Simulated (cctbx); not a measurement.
## Which space group?

Cell: a = 11.7220 Å, b = 10.9730 Å, c = 7.1250 Å, α = 90.00°, β = 90.00°, γ = 90.00°. Expected content of the cell: Re8 Te8 Sn4 K8.

Simulated single-crystal data (cctbx): Ag Kα, λ = 0.56087 Å, to d = 0.8 Å, 50 % of the full sphere, strongest reflection 20000 counts, noise from counting, a 4 % proportional error and a noise floor of 4 counts (s.d.); no absorption.

Tests on the unmerged data give:

```text
3725 reflections to d = 0.800 A
centring   violations  <I/sigma> of those
    A       1345 of  1863     11.0
    B       1323 of  1851     10.7
    C       1404 of  1856     11.3
    I       1384 of  1842     11.2
    R       1909 of  2512     11.2
    F       2036 of  2785     11.0
Laue class    unique    Rint  (classes that these axes allow; Friedel mates merged)
P -1             2774   0.031
P 1 2/m 1        1807   0.035
P 1 1 2/m        1830   0.034
P 2/m 1 1        1809   0.033
P m m m          1091   0.037
space group    extra absences  I>4sigma  <I/sigma>
P 2 2 2                 0          0         -  acentric
P 2 2 21                1          0       0.5  acentric
P 21 2 2               10          0      -0.1  acentric
P 2 21 2                7          0      -0.1  acentric
P 21 21 2              17          0      -0.1  acentric
P 2 21 21               8          0      -0.0  acentric
P 21 2 21              11          0      -0.1  acentric
P 21 21 21             18          0      -0.1  acentric
P m m 2                 0          0         -  acentric
P 2 m m                 0          0         -  acentric
P m 2 m                 0          0         -  acentric
P 21 m a              154          0      -0.0  acentric
P m 2 a               154          0      -0.0  acentric
P n m 21               84          0      -0.1  acentric
P n 21 m               84          0      -0.1  acentric
P n 21 a              238          0      -0.0  acentric
P m m m                 0          0         -  centric
P m m a               154          0      -0.0  centric
P n m m :1             84          0      -0.1  centric
P n m m :2             84          0      -0.1  centric
P n m a               238          0      -0.0  centric
Wilson B = 0.66 A^2   <|E^2-1|> = 0.925 (0.968 centric, 0.736 acentric)   E^2>4: 3.6 %
shell (A)         n   <I/sigma>
11.72 - 1.60    158     20.0
 1.60 - 1.27    142     21.4
 1.27 - 1.11    134     20.8
 1.11 - 1.01    135     18.7
 1.01 - 0.94    132     17.8
 0.94 - 0.88    135     17.4
 0.88 - 0.84    124     15.2
 0.84 - 0.80    131     17.0
```

**Question.** What are the lattice type, the Laue class and the likely space group?

Every centring test has many violations, so the lattice is primitive.

Rint stays low (0.031 to 0.037) up to P m m m, the highest class in these axes.

21 settings pass the absence test. The most absences obeyed, 238, belong to P n 21 a and P n m a, which absences can't tell apart.

⟨|E²−1|⟩ = 0.925 leans to a centrosymmetric structure. The Wilson B of 0.66 Å² means U ≈ 0.0084 Å².

The true group is Pnma (no. 62), Laue class mmm, centrosymmetric. The tables only narrow the choice to the tied entries; cell content, site symmetry and trial solutions must settle it.

This is a model crystal, built by substitution and not relaxed, with assumed displacement parameters.

[Logs are printed without paths, hosts, clocks, repeated set-up lines and the standing remarks that a program may print on its own settings, such as how far it seeks lower states.]
